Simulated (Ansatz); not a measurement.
# Mo2N(OH)2 MXene monolayer in a perpendicular field

What dipole does a perpendicular field induce in the Mo2N(OH)2 MXene monolayer? A positive field points along +c.

Method: plane-wave DFT, PBE-D3(BJ), Ansatz PAW (set soft_1); PAW set soft_1, in Ansatz 0.2.0.

## Step 1: The structure

The cell holds 7 atoms: 2 H, 2 O, 2 Mo and 1 N. Its edges and angles: a = 2.953 Å, b = 2.953 Å, c = 44.152 Å, α = 90.0°, β = 90.0°, γ = 120.0°. Vacuum lies along c.

## Step 2: Relaxation

The starting cell is a guess, so the in-plane lattice and the atoms are relaxed first, with the slab cut off from its images along the normal.

input.yaml

```yaml
crystal:
  lattice:
    - [2.953236, 0.0, 0.0]
    - [-1.476618, 2.5575773994, 0.0]
    - [0.0, 0.0, 44.1523190102]
  atoms:
    - { symbol: H, position: [0.3333333333, 0.6666666667, 0.4257986992] }
    - { symbol: O, position: [0.3333333333, 0.6666666667, 0.4479945888] }
    - { symbol: Mo, position: [0.6666666667, 0.3333333333, 0.4736079945], spin: 1.0 }
    - { symbol: "N", position: [0.0, 0.0, 0.5] }
    - { symbol: Mo, position: [0.3333333333, 0.6666666667, 0.5263920055], spin: 1.0 }
    - { symbol: O, position: [0.6666666667, 0.3333333333, 0.5520054112] }
    - { symbol: H, position: [0.6666666667, 0.3333333333, 0.5742013008] }
  periodic: [true, true, false]
magnetization:
  spin_polarized: true
kpoints:
  mp_grid: { grid: [12, 12, 1] }
hamiltonian:
  xc: pbe
  dispersion: d3bj
  pseudopotentials: { kind: paw, azcp: { folder: soft_1 } }
scf:
  occupations: { method: fermi_dirac, width: 0.05 }
  convergence: { dr2_threshold: 1.0e-09 }
relax:
  f_tol: 0.004
  max_steps: 90
  cell: {}
output:
  write_potential: true
  write_density: true
  volumetric_format: npy
```

On the command line:

```bash
ansatz run input.yaml --threads 2 --pin off --max-ram 3072MiB --backend cpu --events-out ev --progress --plain --runs-dir out
```

Numbers of over 12 decimals in the logs are rounded to 6 here.

The program printed:

```text
Warning: relax.cell: scf.convergence.dr2_threshold = 1e-9 eV is looser than the 2.55493787526e-10 eV advised for a relaxation that steers and ends on the stress (1e-10 eV for each atom of the cell: 7, times the square of relax.cell.stress_2d_tol = 0.05 N/m over 16.6 Å (the atoms' height at the walk's start and 5 Å past either face), 3.021e-2 GPa, over a crystal's default 0.05). What an SCF threshold leaves in a stress goes as its square root, and in the free energy as the threshold itself, and one threshold admits the most on a small cell: [figures from the program's tests cut] Set scf.convergence.dr2_threshold to 2.55493787526e-10 eV or tighter. [rest of the remark cut]
Engine: ansatz 0.2.0, x86_64-unknown-linux-gnu
Pseudopotentials: kind: paw
Pseudopotential: H, paw, valence charge 1, recommended cutoff 420 eV (normal), soft_1/H.paw.azcp
Pseudopotential: O, paw, valence charge 6, recommended cutoff 420 eV (normal), soft_1/O.paw.azcp
Pseudopotential: Mo, paw, valence charge 14, recommended cutoff 420 eV (normal), soft_1/Mo.paw.azcp
Pseudopotential: N, paw, valence charge 5, recommended cutoff 420 eV (normal), soft_1/N.paw.azcp
Functional definition: PBE
  parameter kappa = 0.804
  parameter beta = 0.066725
  exchange = pbe_x(kappa = kappa, mu = beta*pi^2/3)
  correlation = pbe_c(beta = beta)
Crystal: 7 atoms, lattice volume = 333.488 Å³
Basis set: ecut = 420 eV, 6387 PW (Γ), exchange–correlation on 40×40×600 points (8 copies of the dense FFT grid, shifted against one another)
Bands: 32, of which v1, the nominal top of the filled ones, is band 24 counted from 1 (23 counted from 0)
Symmetry: 12 space group operations
Space group: P-3m1 (ITA 164), of the structure as read, at distance tolerance 6.9e-5 Å
Magnetic group: BNS 164.85 (UNI 1315), of the structure as read, at distance tolerance 6.9e-5 Å
k-points: 19 of 144
Non-local potential: H, projectors of the file, l = 0: 2, l = 1: 1
Non-local potential: O, projectors of the file, l = 0: 2, l = 1: 2, l = 2: 1
Non-local potential: Mo, projectors of the file, l = 0: 3, l = 1: 2, l = 2: 2, l = 3: 1
Non-local potential: N, projectors of the file, l = 0: 2, l = 1: 2, l = 2: 1
PAW form: soft (Blöchl's): semilocal exchange-correlation on the pseudo side does not see the compensation charge
PAW one-centre angular grid: H, 110 points (default); XC on 64 Gauss nodes
PAW one-centre angular grid: O, 110 points (default); XC on 64 Gauss nodes
PAW one-centre angular grid: Mo, 590 points (default); XC on 64 Gauss nodes
PAW one-centre angular grid: N, 110 points (default); XC on 64 Gauss nodes
Initial density: superposition of atomic densities (neutral atoms: chi_scale 0, normalization atom)
Starting moments: Σ|m| = 2 μB on 2 of 7 sites
Initial wavefunctions: pseudopotential atomic-orbital guess
Functional: x = pbe(κ = 0.804, μ = 0.219515), c = pbe(β = 0.066725)
SCF iter   1: F=—  HF=-11469.092700 eV  |F-HF|=—  |Δ(HF+E_count)|=         —  Δρ=4.24e-2 (↑4.24e-2 ↓3.96e-2)  dr2=2.92e1  dr2_m=6.80e-2  M=1.253 μB ∫|m|=1.262 μB  β_m=0.30  ethr=3.10e-3  ⟨swp⟩=16.9  Hψ=10570  notcnv=0  defer=2
Mixer restart at iter 1: flushing history
preconditioner: auto → LDOS  [metal: Δε(μ)=0.062 eV  Ē_g=11.707 eV  σ=0.050 eV  W_gap=0.29  n_scr=26 (ndim 8)  ℏωp=10.6 eV  f_vac=0.792  D(μ)=3.08/eV (n_scr^D=18)]
spin=Collinear: LDOS preconditioning applied to the charge; magnetization (m = ρ↑ − ρ↓) channel mixes plain (no charge-response kernel on spin).
SCF iter   2: F=—  HF=-11463.933985 eV  |F-HF|=—  |Δ(HF+E_count)|=    5.16e0  Δρ=2.65e-2 (↑2.65e-2 ↓2.39e-2)  dr2=1.12e1  dr2_m=3.86e-2  M=1.191 μB ∫|m|=1.199 μB  β_m=0.49  ethr=3.10e-3  ⟨swp⟩=4.7  Hψ=3251  notcnv=0  defer=54
SCF iter   3: F=—  HF=-11461.738888 eV  |F-HF|=—  |Δ(HF+E_count)|=    2.20e0  Δρ=9.11e-3 (↑9.11e-3 ↓6.53e-3)  dr2=8.79e0  dr2_m=1.38e-2  M=0.947 μB ∫|m|=0.960 μB  β_m=0.64  ethr=3.10e-3  ⟨swp⟩=7.3  Hψ=4443  notcnv=0  defer=60
SCF iter   4: F=—  HF=-11461.519847 eV  |F-HF|=—  |Δ(HF+E_count)|=   2.19e-1  Δρ=5.38e-3 (↑5.38e-3 ↓3.14e-3)  dr2=2.27e0  dr2_m=1.03e-2  M=0.847 μB ∫|m|=0.865 μB  β_m=0.82  ethr=3.10e-3  ⟨swp⟩=4.9  Hψ=2283  notcnv=0  defer=49
SCF iter   5: F=—  HF=-11461.646308 eV  |F-HF|=—  |Δ(HF+E_count)|=   1.26e-1  Δρ=4.25e-3 (↑4.25e-3 ↓1.72e-3)  dr2=2.21e1  dr2_m=9.08e-3  M=0.557 μB ∫|m|=0.584 μB  β_m=0.45  ethr=3.10e-3  ⟨swp⟩=6.4  Hψ=2755  notcnv=0  defer=64  recentre
SCF iter   6: F=—  HF=-11461.490727 eV  |F-HF|=—  |Δ(HF+E_count)|=   1.56e-1  Δρ=2.33e-3 (↑2.33e-3 ↓1.77e-3)  dr2=1.90e-1  dr2_m=8.43e-3  M=0.658 μB ∫|m|=0.670 μB  β_m=0.73  ethr=3.10e-3  ⟨swp⟩=4.0  Hψ=1970  notcnv=0  defer=52
SCF iter   7: F=—  HF=-11461.530578 eV  |F-HF|=—  |Δ(HF+E_count)|=         —  Δρ=2.79e-3 (↑2.79e-3 ↓2.55e-3)  dr2=3.58e-2  dr2_m=2.09e-2  M=0.182 μB ∫|m|=0.197 μB  β_m=0.73  ethr=4.05e-4  ⟨swp⟩=6.9  Hψ=2893  notcnv=0  defer=56
SCF iter   8: F=—  HF=-11461.526763 eV  |F-HF|=—  |Δ(HF+E_count)|=   3.81e-3  Δρ=9.70e-4 (↑8.49e-4 ↓9.70e-4)  dr2=1.92e-2  dr2_m=1.38e-3  M=0.072 μB ∫|m|=0.075 μB  β_m=0.82  ethr=7.62e-5  ⟨swp⟩=5.1  Hψ=2820  notcnv=0  defer=49
SCF iter   9: F=—  HF=-11461.532482 eV  |F-HF|=—  |Δ(HF+E_count)|=   5.72e-3  Δρ=4.09e-4 (↑3.13e-4 ↓4.09e-4)  dr2=1.76e-2  dr2_m=1.54e-4  M=0.028 μB ∫|m|=0.030 μB  β_m=0.75  ethr=4.08e-5  ⟨swp⟩=6.3  Hψ=3241  notcnv=0  defer=47
SCF iter  10: F=—  HF=-11461.531754 eV  |F-HF|=—  |Δ(HF+E_count)|=   7.28e-4  Δρ=1.44e-4 (↑1.44e-4 ↓1.28e-4)  dr2=1.44e-2  dr2_m=3.52e-5  M=0.018 μB ∫|m|=0.019 μB  β_m=0.75  ethr=3.74e-5  ⟨swp⟩=2.4  Hψ=1587  notcnv=0  defer=46
SCF iter  11: F=—  HF=-11461.530815 eV  |F-HF|=—  |Δ(HF+E_count)|=   9.39e-4  Δρ=8.53e-5 (↑8.22e-5 ↓8.53e-5)  dr2=1.45e-2  dr2_m=2.38e-6  M=0.006 μB ∫|m|=0.007 μB  β_m=0.57  ethr=3.06e-5  ⟨swp⟩=2.2  Hψ=1533  notcnv=0  defer=46
SCF iter  12: F=—  HF=-11461.529641 eV  |F-HF|=—  |Δ(HF+E_count)|=   1.17e-3  Δρ=8.30e-5 (↑8.30e-5 ↓6.30e-5)  dr2=1.33e-2  dr2_m=5.20e-7  M=0.004 μB ∫|m|=0.005 μB  β_m=0.35  ethr=3.06e-5  ⟨swp⟩=2.7  Hψ=1427  notcnv=0  defer=46
SCF iter  13: F=—  HF=-11461.528748 eV  |F-HF|=—  |Δ(HF+E_count)|=   8.93e-4  Δρ=7.09e-5 (↑7.09e-5 ↓5.46e-5)  dr2=1.21e-2  dr2_m=3.37e-7  M=0.003 μB ∫|m|=0.004 μB  β_m=0.03  ethr=2.84e-5  ⟨swp⟩=2.0  Hψ=1380  notcnv=0  defer=45
SCF iter  14: F=—  HF=-11461.526533 eV  |F-HF|=—  |Δ(HF+E_count)|=   2.22e-3  Δρ=7.43e-5 (↑7.43e-5 ↓5.01e-5)  dr2=8.66e-3  dr2_m=1.62e-6  M=0.003 μB ∫|m|=0.004 μB  β_m=0.20  ethr=2.57e-5  ⟨swp⟩=3.7  Hψ=1499  notcnv=0  defer=49
[...]
relax step   8: F+E_penalty+E_count = -11463.65195068 eV  Δ(F+E_penalty+E_count) = -8.598e-5 eV  max|allowed force component| = 1.571e-3 eV/Å  Δτ_max = 0.0017 Å  P = -0.001 N/m  Ω = 301.521 Å³  energy of the carried Pulay correction = +1.620e-2 eV  fix = [c, alpha, beta]  reactions: c -0.000 N/m  (9 SCF iters, accepted)
relax step   9: F+E_penalty+E_count = -11463.64255168 eV  Δ(F+E_penalty+E_count) = +9.399e-3 eV  max|allowed force component| = 1.693e-3 eV/Å  Δτ_max = 0.0000 Å  P = -0.268 N/m  Ω = 301.521 Å³  fix = [c, alpha, beta]  reactions: c -0.000 N/m  stress off target by 2.68e-1 N/m on what of the cell is left free  SCF on the basis re-selected at this cell (its energy is not comparable with the rows above)  (7 SCF iters)
relax step  10: F+E_penalty+E_count = -11463.64286523 eV  Δ(F+E_penalty+E_count) = -3.135e-4 eV  max|allowed force component| = 1.105e-3 eV/Å  Δτ_max = 0.0013 Å  P = +0.016 N/m  Ω = 301.091 Å³  energy of the carried Pulay correction = +2.361e-4 eV  fix = [c, alpha, beta]  reactions: c +0.000 N/m  (8 SCF iters, accepted)
iter 1 solved again at ethr=8.77e-8 eV; its pass at ethr=3.10e-3 eV (dr2=4.12e-5 eV) is discarded
SCF iter   1: F=—  HF=-11463.642681 eV  |F-HF|=—  |Δ(HF+E_count)|=         —  Δρ=1.96e-6 (↑1.96e-6 ↓1.96e-6)  dr2=7.98e-9  dr2_m=3.04e-12  M=-0.000 μB ∫|m|=0.000 μB  β_m=0.65  ethr=8.77e-8  ⟨swp⟩=7.4  Hψ=15720  notcnv=0
eigensolver tolerance schedule: the retry pair's looser diagonalisation over-reported the residual by 5164.52 of it (diagonalisation noise at 0.17 of the residual, at the tolerance the schedule requests for it); recorded, not acted on — ethr = c·dr2/N_el stays at c = 1.0e-1
preconditioner: auto → LDOS  [metal: Δε(μ)=0.062 eV  Ē_g=10.876 eV  σ=0.050 eV  W_gap=0.30  n_scr=24 (ndim 8)  ℏωp=11.9 eV  f_vac=0.773  D(μ)=3.13/eV (n_scr^D=18)]
spin=Collinear: LDOS preconditioning applied to the charge; magnetization (m = ρ↑ − ρ↓) channel mixes plain (no charge-response kernel on spin).
SCF iter   2: F=—  HF=-11463.642655 eV  |F-HF|=—  |Δ(HF+E_count)|=   2.60e-5  Δρ=7.68e-7 (↑7.68e-7 ↓7.67e-7)  dr2=4.38e-9  dr2_m=1.27e-12  M=-0.000 μB ∫|m|=0.000 μB  β_m=0.56  ethr=1.70e-11  ⟨swp⟩=5.9  Hψ=4669  notcnv=0
SCF iter   3: F=—  HF=-11463.642655 eV  |F-HF|=—  |Δ(HF+E_count)|=   1.90e-9  Δρ=3.26e-7 (↑3.26e-7 ↓3.23e-7)  dr2=5.54e-10  dr2_m=6.04e-13  M=-0.000 μB ∫|m|=0.000 μB  β_m=0.67  ethr=9.32e-12  ⟨swp⟩=3.2  Hψ=2200  notcnv=0
SCF iter   4: F=-11463.642655 eV  HF=-11463.642655 eV  |F-HF|=2.78e-10  |Δ(HF+E_count)|=  7.06e-10  Δρ=3.93e-8 (↑3.71e-8 ↓3.93e-8)  dr2=7.14e-11  dr2_m=6.97e-14  M=-0.000 μB ∫|m|=0.000 μB  ethr=1.18e-12  ⟨swp⟩=14.0  Hψ=10359  notcnv=0
the starting moments were not kept: the SCF closed with an absolute magnetisation of 9.3e-7 μB, where they sum to 2 μB in size (2 sites). That is at most 0.1 of that sum. Measured as dr2_m measures the in/out step, that magnetisation stands 8.0e-14 eV from none, at or under the dr2_threshold of 1.0e-9 eV: it is no larger than a step whose dr2_m would equal this threshold.
SCF 11 converged in 4 iterations: F = -11463.642655 eV  dr2 = 7.14e-11
relax step  11: F+E_penalty+E_count = -11463.64265531 eV  Δ(F+E_penalty+E_count) = +2.099e-4 eV  max|allowed force component| = 1.100e-3 eV/Å  Δτ_max = 0.0000 Å  P = +0.011 N/m  Ω = 301.091 Å³  fix = [c, alpha, beta]  reactions: c +0.000 N/m  stress off target by 1.14e-2 N/m on what of the cell is left free  SCF on the basis re-selected at this cell (its energy is not comparable with the rows above)  (4 SCF iters)
basis re-selected at this cell: Δ(F+E_penalty+E_count) = +2.099e-4 eV, ΔP = -0.004 N/m vs the last step (what re-selecting the basis moved, of the pressure what is left beyond the Pulay correction that the steps carried, after the strain that the cell walked since its last selection, with what the two solves' SCF thresholds leave and, on support functions, any second-order correction that the steps lacked; it is no m [...]
WARN: The input density's exchange-correlation potential varies sharply where the density is thin. Do not read a vacuum level from v_tot or v_xc, or from such a field of the output density. On a cell that repeats whose density bears no net charge and no dipole along the vacuum's axis use v_es (v_loc + v_h of the components); under efield.dipole_correction with no amplitude use v_es + v_field, which holds any external [...]
SCF converged after 4 iterations
Magnetization: -0.0000 μB (23.5000 up, 23.5000 down)
Absolute magnetization: 0.0000 μB (∫|ρ↑−ρ↓|, with the PAW one-centre terms)
Spin contamination: 0.0000 ħ² per cell (⟨S²⟩ above its minimum at these occupations)
Per-site moments (μB) at R_I (Å): [(1.8417912729860345e-9, 0.403726), (1.0543667951719405e-9, 0.403726), (-2.02830828729075e-7, 0.892190), (2.7210517147095318e-8, 0.895978), (-2.0283082866401328e-7, 0.892190), (1.054366774286801e-9, 0.403726), (1.8417912655273738e-9, 0.403726)]
Free energy (F): -11463.642655 eV
Harris-Foulkes:  -11463.642655 eV  (|F-HF|=2.78e-10)
Internal energy: -11463.618159 eV  (E = F + TS)
E sigma→0 (E₀):  -11463.630407 eV
Entropy (-TS):   -0.024496 eV (-3.499 meV/atom)
Fermi energy:    -2.400788 eV
--- Per-component energies (eV) ---
  E_band       = -1059.204675
  E_kinetic    = 1341.996314
  E_local      = -257021.527628  (includes V_loc(G=0)·N_el)
  E_nonlocal   = 440.370384
  E_hartree    = 127663.799910
  E_xc         = -571.594190
  E_vxc        = -719.006940  (∫ρ·V_xc dr)
  E_paw        = -6879.375068  (= ΣΔE_a)
  E_vpaw       = -428.641385  (= ΣTr[D̂ρ^β])
  E_aug_tail   = 0.000531  (compensation charges beyond the density's cutoff)
  E_ewald      = 123564.225662
  E_disp       = -1.514073  (pairwise vdW)
  E_smearing   = -0.024496  (= −TS)
  E_closure    = -0.000000  (closes the sum)
  Σ components = -11463.642655   (vs F -11463.642655, Δ=0.00e0)
--- Forces (eV/Å), atoms counted from 1 ---
  atom   1  H      0.00000000     0.00000000    -0.00039781
  atom   2  O      0.00000000     0.00000000    -0.00021882
  atom   3  Mo     0.00000000     0.00000000     0.00109956
  atom   4  N      0.00000000     0.00000000     0.00000000
  atom   5  Mo     0.00000000    -0.00000000    -0.00109956
  atom   6  O     -0.00000000    -0.00000000     0.00021882
  atom   7  H     -0.00000000    -0.00000000     0.00039781
  max |Σ_I F_I| component: 9.25e-18 eV/Å
--- 2D stress c σ (N/m, compression-positive) ---
        0.011437       0.000000       0.000000
        0.000000       0.011437      -0.000000
        0.000000      -0.000000       0.000000
  P = ½ c Tr σ = 0.0114 N/m
--- Band table (eV; the first three rows and the last of 38) ---
  k-point 0 ↑: bands = [... 20 lower, -5.7855, -3.8172, -3.7758, -3.7758, -2.7421, -2.7421, -2.5536, -2.5245, ... 4 higher]
  k-point 1 ↑: bands = [... 20 lower, -5.9385, -4.1596, -3.6165, -3.6006, -2.8805, -2.6051, -2.4474, -2.3539, ... 4 higher]
  k-point 2 ↑: bands = [... 20 lower, -5.8500, -4.6194, -3.4494, -3.1438, -3.1325, -2.2320, -2.0571, -1.8653, ... 4 higher]
  k-point 18 ↓: bands = [... 20 lower, -3.4876, -2.9521, -2.9521, -2.6233, -1.4020, -1.4020, 0.2401, 0.2401, ... 4 higher]
  the weakly bound empty levels are not read free of the cell's end (no_gap_told)
--- Relaxed structure (9 steps of the walk, 9 accepted, 2 SCFs on fresh bases) ---
  F+E_penalty+E_count = -11463.64265531 eV   max|allowed force component| = 1.100e-3 eV/Å   (the final SCF, on the basis selected at the relaxed cell)
  cell:  # Å, volume = 301.0912 Å³
    - [2.806125, 0.0, 0]
    - [-1.403062, 2.430175, 0]
    - [0, 0, 44.1523190102]
  atoms:
    - { symbol: H, position: [0.333333, 0.666667, 0.412611] }
    - { symbol: O, position: [0.333333, 0.666667, 0.434778] }
    - { symbol: Mo, position: [0.666667, 0.333333, 0.467233] }
    - { symbol: N, position: [0, 0, 0.5] }
    - { symbol: Mo, position: [0.333333, 0.666667, 0.532767] }
    - { symbol: O, position: [0.666667, 0.333333, 0.565222] }
    - { symbol: H, position: [0.666667, 0.333333, 0.587389] }
```

Elapsed: 2.1 min, on 2 threads of Intel Xeon Platinum 8375C at 2.90GHz (Ice Lake), shared host; peak memory 0.93 GiB.

The steps of the relaxation:

```csv
step,energy less that of the first step (eV),largest force component (eV/Å),volume (Å³)
1,0.0000,3.2137,333.49
2,-1.1559,1.5489,339.36
3,-1.7493,0.5403,327.56
4,-2.1098,0.3634,307.32
5,-2.1280,0.2512,301.67
6,-2.1332,0.0369,301.25
7,-2.1331,0.0383,301.57
8,-2.1332,0.0016,301.52
9*,-2.1238,0.0017,301.52
10,-2.1241,0.0011,301.09
11*,-2.1239,0.0011,301.09
```

Relaxation steps marked * repeat the geometry before them on a plane-wave basis chosen anew for their cell, so energy and pressure can jump there.

Forces are held to the 12 operations that the run works with; a distortion that breaks them can't arise in this run.

```csv
cell as run,before,after,change
a (Å),2.953,2.806,-5.0 %
b (Å),2.953,2.806,-5.0 %
```

The atoms that moved most (Å, along periodic axes as changes of fractional coordinates times the final cell, across vacuum about the mean position):

```csv
atom,dx,dy,dz,length
O6,0.000,0.000,0.584,0.584
O2,0.000,0.000,-0.584,0.584
H1,0.000,0.000,-0.582,0.582
H7,0.000,0.000,0.582,0.582
Mo3,0.000,0.000,-0.281,0.281
Mo5,0.000,0.000,0.281,0.281
```

Numbers from this step:

```yaml
energy_at_zero_smearing: -11463.6304 eV
```

The lattice constant a goes from 2.953 to 2.806 Å.

(Part 1 of 2 ends here.)

[Logs are printed without paths, hosts, clocks, repeated set-up lines and the standing remarks that a program may print on its own settings, such as how far it seeks lower states.]

[Hosts, paths, dates, database ids (printed as entryN), source tags and the programs' standing remarks are cut or masked in the printed files.]

[Maps of the electrostatic potential energy from Ansatz leave out the sawtooth potential of an applied field or a dipole correction, so their vacuum need not be flat; planar profiles and work functions include it.]
